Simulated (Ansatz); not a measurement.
# Phonons of Lu3TlC (Pm-3m) against volume

Wanted: mode Grüneisen parameters of Lu3TlC (Pm-3m).

Main program and level: Ansatz 0.2.0; DFT PBEsol, scalar-relativistic, plane waves, PAW; PAW set soft_1.

This is a report of a sequence of runs, with most program output left out.

**1. The starting structure**

It takes space group Pm-3m (No. 221, cubic). The conventional cell has a = 4.712 Å, b = 4.712 Å, c = 4.712 Å, α = 90.00°, β = 90.00°, γ = 90.00°. Nearest to Lu lie 2 C at 2.36 Å and 8 Lu at 3.33 Å and 4 Tl at 3.33 Å. Tl has 12 Lu at 3.33 Å nearest. Nearest to C lie 6 Lu at 2.36 Å. Farther neighbours are not listed.

**2. The dispersion**

The cell comes from relaxations at this level that are not shown. Stability and thermal properties need the whole zone. Linear response on a 2×2×2 q mesh gives force constants as far as a supercell of that size would.

Contents of input.yaml:

```yaml
crystal:
  lattice:
    - [4.71229544, 0.0, 0.0]
    - [0.0, 4.71229544, 0.0]
    - [0.0, 0.0, 4.71229544]
  atoms:
    - { symbol: Lu, position: [0.5, 0.0, 0.5] }
    - { symbol: Lu, position: [0.0, 0.5, 0.5] }
    - { symbol: Lu, position: [0.5, 0.5, 0.0] }
    - { symbol: Tl, position: [0.0, 0.0, 0.0] }
    - { symbol: C, position: [0.5, 0.5, 0.5] }
kpoints:
  mp_grid: { grid: [8, 8, 8] }
hamiltonian:
  xc: pbesol
  pseudopotentials: { kind: paw, azcp: { folder: soft_1 }, xc_functional: pbe }
scf:
  occupations: { method: methfessel_paxton, width: 0.2 }
output:
  eigenvalues: true
phonons:
  method: dfpt
  qmesh: [2, 2, 2]
  temperatures: { t_max: 1000, t_step: 50 }
  qpath:
    path:
      - [[0.0, 0.0, 0.0], [0.0, 0.5, 0.0], [0.5, 0.5, 0.0], [0.0, 0.0, 0.0], [0.5, 0.5, 0.5], [0.0, 0.5, 0.0]]
      - [[0.5, 0.5, 0.5], [0.5, 0.5, 0.0]]
    npoints: 10
```

Command:

```
> ansatz run input.yaml --threads 4 --pin off --max-ram 10240MiB --backend cpu --events-out ev --progress --plain --runs-dir out
```

It took 7.2 min on 4 threads of Arm Neoverse V2, shared host; peak memory 2.1 GiB.

This step gave:

```
volume per atom                                            : 20.93 Å³
gap on the k-mesh                                          : 0 eV
sum-rule residual before enforcement                       : 4.21e-5 eV/Å²
lowest frequency on the path                               : 0 cm⁻¹
point group                                                : m-3m
highest frequency on the path or at a solved wavevector    : 546.4 cm⁻¹
mean frequency                                             : 171 cm⁻¹
Debye temperature (second moment)                          : 430 K
logarithmic mean frequency                                 : 123.6 cm⁻¹
highest optical mode at the zone centre (no LO-TO term)    : 382.4 cm⁻¹
lowest optical zone-centre mode                            : 78.49 cm⁻¹
lowest mode on the q mesh (acoustic modes at Γ apart)      : 30.37 cm⁻¹
zero-point energy per atom                                 : 31.81 meV
heat capacity at 300 K                                     : 22.86 J/(mol atoms K)
vibrational entropy at 300 K                               : 39.13 J/(mol atoms K)
edges of the widest gap between branches, on path and mesh : 199.2, 382.4 cm⁻¹
```

Frequencies (cm⁻¹) solved at each irreducible wavevector; negative means imaginary. Frequencies by wavevector, by row:

```
q in reciprocal lattice units  star  mode 1  mode 2  mode 3  mode 4  mode 13  mode 14  mode 15
                        0 0 0     1       0       0       0    78.5    382.4    382.4    382.4
                     0 0 -0.5     3    65.3    65.3      66      66    428.1    428.1    546.4
                  0 -0.5 -0.5     3    30.4      70      70    72.2    419.7      521      521
               -0.5 -0.5 -0.5     1    31.7    31.7    31.7    75.2    529.1    529.1    529.1
```

Symmetry leaves 4 wavevectors to solve. The lowest mode among them, the acoustic zeros apart, lies at q = (0, -0.5, -0.5) and is real, 30.4 cm⁻¹.

**3. Relaxing at another volume, volume ratio 0.97**

The volume is scaled by 0.97 and held; symmetry leaves nothing to relax, so this is a single point. The modes can then be followed against volume.

input.yaml, the sections that differ from step 2:

```yaml
crystal:
  lattice:
    - [4.6646932416, 0.0, 0.0]
    - [0.0, 4.6646932416, 0.0]
    - [0.0, 0.0, 4.6646932416]
  atoms:
    - { symbol: Lu, position: [0.5, 0.0, 0.5] }
    - { symbol: Lu, position: [0.0, 0.5, 0.5] }
    - { symbol: Lu, position: [0.5, 0.5, 0.0] }
    - { symbol: Tl, position: [0.0, 0.0, 0.0] }
    - { symbol: C, position: [0.5, 0.5, 0.5] }
output:
  forces: true
  stress: true
  eigenvalues: true
# kpoints, hamiltonian, scf: as in step 2
# phonons: removed
```

It took 3.7 s on 4 threads; peak memory 0.52 GiB.

This step gave:

* pressure: 3.037 GPa
* volume per atom: 20.30 Å³

The run ends at a pressure of 3.04 GPa.

**4. Phonons at the other volume, volume ratio 0.97**

The phonons are repeated at this volume on the same k and q meshes.

Changes to input.yaml since step 3:

```diff
@@ -19,4 +19,11 @@
 output:
-  forces: true
-  stress: true
   eigenvalues: true
+phonons:
+  method: dfpt
+  qmesh: [2, 2, 2]
+  temperatures: { t_max: 1000, t_step: 50 }
+  qpath:
+    path:
+      - [[0.0, 0.0, 0.0], [0.0, 0.5, 0.0], [0.5, 0.5, 0.0], [0.0, 0.0, 0.0], [0.5, 0.5, 0.5], [0.0, 0.5, 0.0]]
+      - [[0.5, 0.5, 0.5], [0.5, 0.5, 0.0]]
+    npoints: 10
```

The job ended after 7.2 min (4 threads; peak memory 2.1 GiB; 28 min of CPU time).

Numbers from this step:

```
sum-rule residual before enforcement                       : 3.89e-5 eV/Å²
highest frequency on the path or at a solved wavevector    : 565.2 cm⁻¹
mean frequency                                             : 177.9 cm⁻¹
Debye temperature (second moment)                          : 447 K
logarithmic mean frequency                                 : 128.5 cm⁻¹
highest optical mode at the zone centre (no LO-TO term)    : 393.3 cm⁻¹
lowest optical zone-centre mode                            : 82.82 cm⁻¹
lowest mode on the q mesh (acoustic modes at Γ apart)      : 31.54 cm⁻¹
zero-point energy per atom                                 : 33.08 meV
heat capacity at 300 K                                     : 22.73 J/(mol atoms K)
vibrational entropy at 300 K                               : 38.25 J/(mol atoms K)
edges of the widest gap between branches, on path and mesh : 208, 393.3 cm⁻¹
```

Frequencies (cm⁻¹) solved at each irreducible wavevector; negative means imaginary. Frequencies by wavevector, by row:

```
q in reciprocal lattice units  star  mode 1  mode 2  mode 3  mode 4  mode 13  mode 14  mode 15
                        0 0 0     1       0       0       0    82.8    393.3    393.3    393.3
                     0 0 -0.5     3    67.8    67.8    68.6    68.6    446.3    446.3    565.2
                  0 -0.5 -0.5     3    31.5    72.3    72.3    76.7    441.8    541.5    541.5
               -0.5 -0.5 -0.5     1    31.9    31.9    31.9    78.3    549.4    549.4    549.4
```

The highest optical mode at the zone centre (no LO-TO term) is 393.3 cm⁻¹, +10.9 cm⁻¹ against the base run.

**5. Relaxing at another volume, volume ratio 1.03**

The volume is scaled by 1.03 and held; symmetry leaves nothing to relax, so this is a single point. The modes can then be followed against volume.

input.yaml, the sections that differ from step 4:

```yaml
crystal:
  lattice:
    - [4.758954865, 0.0, 0.0]
    - [0.0, 4.758954865, 0.0]
    - [0.0, 0.0, 4.758954865]
  atoms:
    - { symbol: Lu, position: [0.5, 0.0, 0.5] }
    - { symbol: Lu, position: [0.0, 0.5, 0.5] }
    - { symbol: Lu, position: [0.5, 0.5, 0.0] }
    - { symbol: Tl, position: [0.0, 0.0, 0.0] }
    - { symbol: C, position: [0.5, 0.5, 0.5] }
output:
  forces: true
  stress: true
  eigenvalues: true
# kpoints, hamiltonian, scf: as in step 4
# phonons: removed
```

Elapsed: 3.7 s, on 4 threads; peak memory 0.54 GiB; 14 s of CPU time.

This step gave:

- pressure: -2.613 GPa
- volume per atom: 21.56 Å³

The run ends at a pressure of -2.61 GPa.

**6. Phonons at the other volume, volume ratio 1.03**

Changes to input.yaml since step 5:

```diff
@@ -19,4 +19,11 @@
 output:
-  forces: true
-  stress: true
   eigenvalues: true
+phonons:
+  method: dfpt
+  qmesh: [2, 2, 2]
+  temperatures: { t_max: 1000, t_step: 50 }
+  qpath:
+    path:
+      - [[0.0, 0.0, 0.0], [0.0, 0.5, 0.0], [0.5, 0.5, 0.0], [0.0, 0.0, 0.0], [0.5, 0.5, 0.5], [0.0, 0.5, 0.0]]
+      - [[0.5, 0.5, 0.5], [0.5, 0.5, 0.0]]
+    npoints: 10
```

Elapsed: 7.8 min, on 4 threads; peak memory 2.1 GiB; 31 min of CPU time.

Numbers from this step:

| Item | Value |
| --- | --- |
| sum-rule residual before enforcement | 2.44e-5 eV/Å² |
| highest frequency on the path or at a solved wavevector | 528 cm⁻¹ |
| mean frequency | 164.3 cm⁻¹ |
| Debye temperature (second moment) | 413 K |
| logarithmic mean frequency | 118.8 cm⁻¹ |
| highest optical mode at the zone centre (no LO-TO term) | 370.0 cm⁻¹ |
| lowest optical zone-centre mode | 73.56 cm⁻¹ |
| lowest mode on the q mesh (acoustic modes at Γ apart) | 29.35 cm⁻¹ |
| zero-point energy per atom | 30.56 meV |
| heat capacity at 300 K | 22.99 J/(mol atoms K) |
| vibrational entropy at 300 K | 40.04 J/(mol atoms K) |
| edges of the widest gap between branches, on path and mesh | 190.8, 370 cm⁻¹ |

The highest optical mode at the zone centre (no LO-TO term) is 370.0 cm⁻¹, -12.4 cm⁻¹ against the base run.

**7. Grüneisen parameters**

The Grüneisen parameter of a mode is minus the logarithmic change of its frequency with volume, −d ln ω / d ln V; weighted by heat capacity it gives the expansion.

Numbers from this step:

- bulk modulus: 94.1 GPa

The phonon branches at the labelled points (cm⁻¹):

```
    point  branch 1  branch 2  branch 3  branch 4  branch 12  branch 13  branch 14  branch 15
        Γ         0         0         0        78        144        382        382        382
  halfway        41        41        61        76        152        406        406        471
        X        65        65        66        66        158        428        428        546
  halfway        51        69        69        70        171        424        476        534
        M        30        70        70        72        183        420        521        521
  halfway        48        54        68        72        162        415        474        474
        Γ         0         0         0        78        144        382        382        382
  halfway        54        54        59        74        170        475        475        475
        R        32        32        32        75        199        529        529        529
  halfway        49        56        60        72        180        477        477        530
        X        65        65        66        66        158        428        428        546
jump to R        32        32        32        75        199        529        529        529
  halfway        31        53        53        74        190        477        525        525
        M        30        70        70        72        183        420        521        521
```

The same for volume x 0.97:

```
point  branch 1  branch 2  branch 3  branch 4  branch 12  branch 13  branch 14  branch 15
    Γ         0         0         0        83        149        393        393        393
    X        68        68        69        69        166        446        446        565
    M        32        72        72        77        191        442        542        542
    Γ         0         0         0        83        149        393        393        393
    R        32        32        32        78        208        549        549        549
    X        68        68        69        69        166        446        446        565
    R        32        32        32        78        208        549        549        549
    M        32        72        72        77        191        442        542        542
```

The same for volume x 1.03:

```
point  branch 1  branch 2  branch 3  branch 4  branch 12  branch 13  branch 14  branch 15
    Γ         0         0         0        74        139        370        370        370
    X        63        63        63        63        150        410        410        528
    M        29        68        68        68        175        398        501        501
    Γ         0         0         0        74        139        370        370        370
    R        32        32        32        72        191        509        509        509
    X        63        63        63        63        150        410        410        528
    R        32        32        32        72        191        509        509        509
    M        29        68        68        68        175        398        501        501
```

Mode Grueneisen parameter -dln(w)/dln(V), modes matched by rank; at Γ the acoustic branches take the value of a neighbouring point of the path. The mode Grüneisen parameters at the labelled points ():

```
    point  branch 1  branch 2  branch 3  branch 4  branch 12  branch 13  branch 14  branch 15
        Γ      0.93      0.93      1.56      1.96       1.19       1.02       1.02       1.02
  halfway      1.01      1.01      1.59      1.58       1.54       1.24       1.24       1.09
        X      1.25      1.25      1.37      1.37       1.68       1.41       1.41       1.13
  halfway      0.88      1.53      1.30      1.40       1.43       1.57       1.34       1.21
        M      1.21      1.12      1.12      2.01       1.39       1.73       1.30       1.30
  halfway      1.20      1.13      0.88      1.77       1.36       1.41       1.21       1.21
        Γ      0.92      1.65      1.37      1.96       1.19       1.02       1.02       1.02
  halfway      1.18      1.18      0.60      1.82       1.30       1.30       1.30       1.30
        R      0.16      0.16      0.16      1.42       1.44       1.27       1.27       1.27
  halfway      0.72      0.90      1.04      1.53       1.35       1.39       1.39       1.25
        X      1.25      1.25      1.37      1.37       1.68       1.41       1.41       1.13
jump to R      0.16      0.16      0.16      1.42       1.44       1.27       1.27       1.27
  halfway      0.64      0.78      0.78      1.72       1.38       1.44       1.28       1.28
        M      1.21      1.12      1.12      2.01       1.39       1.73       1.30       1.30
```

(dS/dlnV)/C_V. The thermodynamic Grueneisen parameter by temperature:

```
temperature (K)  thermodynamic Grueneisen parameter
             50                                1.27
            100                                1.29
            150                                 1.3
            200                                1.30
            250                                1.30
            300                                1.30
            350                                1.30
            400                                1.30
            450                                1.30
            500                                1.30
            550                                1.30
            600                                1.30
            650                                1.30
            700                                1.30
            750                                1.30
            800                                1.30
            850                                1.30
            900                                1.30
            950                                1.30
           1000                                1.30
```

Gamma C_V/(B V) at the static volume. Volume expansion against temperature:

```
temperature (K)  volume expansion (1e-6/K)
             50                       12.2
            100                       18.7
            150                       21.5
            200                       23.2
            250                       24.4
            300                       25.1
            350                       25.6
            400                       26.0
            450                       26.3
            500                       26.5
            550                       26.7
            600                       26.8
            650                       26.9
            700                       26.9
            750                         27
            800                       27.1
            850                       27.1
            900                       27.1
            950                       27.2
           1000                       27.2
```

**8. Summary of results**

```json
{"bulk modulus": "94.1 GPa", "thermodynamic Grüneisen parameter at 300 K": "1.304", "volume expansion at 300 K, estimated": "25.13 × 10⁻⁶ K⁻¹"}
```

By this estimate the volume grows by 25.1 × 10⁻⁶ per kelvin at 300 K. The highest optical mode at Γ goes from 393 to 370 cm⁻¹ as the cell grows, a Grüneisen parameter of 1.02. Mode parameters on the path run from 0.16 to 2.1, with a median of 1.3. Branches are matched by rank, so values near crossings are rough. The expansion is the Grüneisen estimate at the static volume, with the static bulk modulus. With no gap, or one that is small against the smearing, the frequencies hang on the k mesh and the smearing, most of all near Kohn anomalies. Spin-orbit coupling is left out, which can matter for the heavy elements here. The PAW files were made for PBE and serve the other functionals too. A phonon run warned that its eigensolver left some bands unconverged in a pass.

[Logs are printed without paths, hosts, clocks, repeated set-up lines and the standing remarks that a program may print on its own settings, such as how far it seeks lower states.]

[Hosts, paths, dates, database ids (printed as entryN), source tags and the programs' standing remarks are cut or masked in the printed files.]
